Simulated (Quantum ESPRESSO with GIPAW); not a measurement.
# 15N shielding of Si3N4 under strain

GIPAW runs (PBEsol, plane-wave PAW from pslibrary 1.0.0 recipes, cutoffs 55 and 340 Ry, one 3×3×7 mesh for all shielding runs; Quantum ESPRESSO with GIPAW, a patched development version; no spin-orbit coupling, no macroscopic shape term) on Si3N4, space group P6_3/m before straining. The cell below is strained in the basal plane, with the c axis held, and the atoms are relaxed in pw.x at each strain, zero included.

```
CELL_PARAMETERS angstrom
7.60440 0.00000 0.00000
-3.80220 6.58560 0.00000
0.00000 0.00000 2.90630
ATOMIC_POSITIONS crystal
Si 0.17344 0.40636 0.75000
Si 0.40636 0.23293 0.25000
Si 0.23293 0.82656 0.75000
Si 0.82656 0.59364 0.25000
Si 0.59364 0.76707 0.75000
Si 0.76707 0.17344 0.25000
N 0.33333 0.66667 0.75000
N 0.66667 0.33333 0.25000
N 0.32986 0.30066 0.75000
N 0.30066 0.97080 0.25000
N 0.97080 0.67014 0.75000
N 0.67014 0.69934 0.25000
N 0.69934 0.02920 0.75000
N 0.02920 0.32986 0.25000
```

The cell is an entry of the Crystallography Open Database; it need not be the form that is stable at ambient conditions.

The bonds are those of N(1) (atom 7; bound to Si3). One row is withheld.

```csv
strain (%),mean bond (Å),σ_iso Si (ppm),σ_iso N(1) (ppm),σ_iso N(2) (ppm),span N(1) (ppm)
-1.5,1.7091,?,?,?,?
-1.125,1.7142,375.46,117.25,134.29,37.1
-0.75,1.7191,374.96,115.72,133.74,38.3
0,1.7291,374.01,112.21,132.51,40.7
+0.375,1.7346,373.57,110.16,131.81,41.8
+0.75,1.7396,373.07,108.20,131.08,43.2
+1.5,1.7498,372.10,104.07,129.39,46.0
```

**Task.** Fit σ_iso of N(1) against strain, judge whether a straight line is enough, and predict the withheld row at -1.5 %.

1. With n = 6: Σx = 0.750, Σy = 667.61, Σx² = 4.7812, Σxy = 59.869.

2. Slope b = (nΣxy − ΣxΣy)/(nΣx² − (Σx)²) = -5.03 ppm per %, intercept a = (Σy − bΣx)/n = 111.90 ppm.

3. Residuals (run less line), in the order of the table: -0.31, +0.05, +0.31, +0.15, +0.08, -0.28 ppm. They bend in one sense; the largest is 2.4 % of the range of σ, so a quadratic term is needed: σ = 112.13 − 4.941 x − 0.301 x², with residuals of 0.08 ppm or less.

4. At -1.5 % (outside the fitted range) the line gives 119.44 ppm and the parabola 118.86 ppm.

5. The run gives:

```csv
strain (%),mean bond (Å),σ_iso Si (ppm),σ_iso N(1) (ppm),σ_iso N(2) (ppm),span N(1) (ppm)
-1.5,1.7091,375.94,118.76,134.78,36.0
```

Prediction less run: the line misses by +0.68 ppm, the parabola by +0.10 ppm. By the parabola, a strain of +1 % changes σ of N(1) by -5.24 ppm and one of −1 % by +4.64 ppm; the mean slope is -5.03 ppm per %, or 3.7 ppm for 0.01 Å of mean bond length. The shift moves the opposite way, scaled by the slope of a reference line. Over the table σ of Si goes from 375.94 to 372.10 ppm. Over the table σ of N(2) goes from 134.78 to 129.39 ppm. Zero strain is the database's lattice with relaxed atoms, not this functional's rest cell, and neither cutoff nor mesh was tested for the slopes. The omitted shape term, common to all sites, changes with strain too. This build of gipaw.x prints that it is not audited and that its numbers are no references by themselves. The relaxations ran on cheaper settings and stop at small residual forces, which adds noise that small residuals can't be told from.

[Banner, clock, file and message-heading lines were taken out of the pw.x and gipaw.x logs.]

[Logs are printed without paths, hosts, clocks, repeated set-up lines and the standing remarks that a program may print on its own settings, such as how far it seeks lower states.]

[Hosts, paths, dates, database ids (printed as entryN), source tags and the programs' standing remarks are cut or masked in the printed files.]
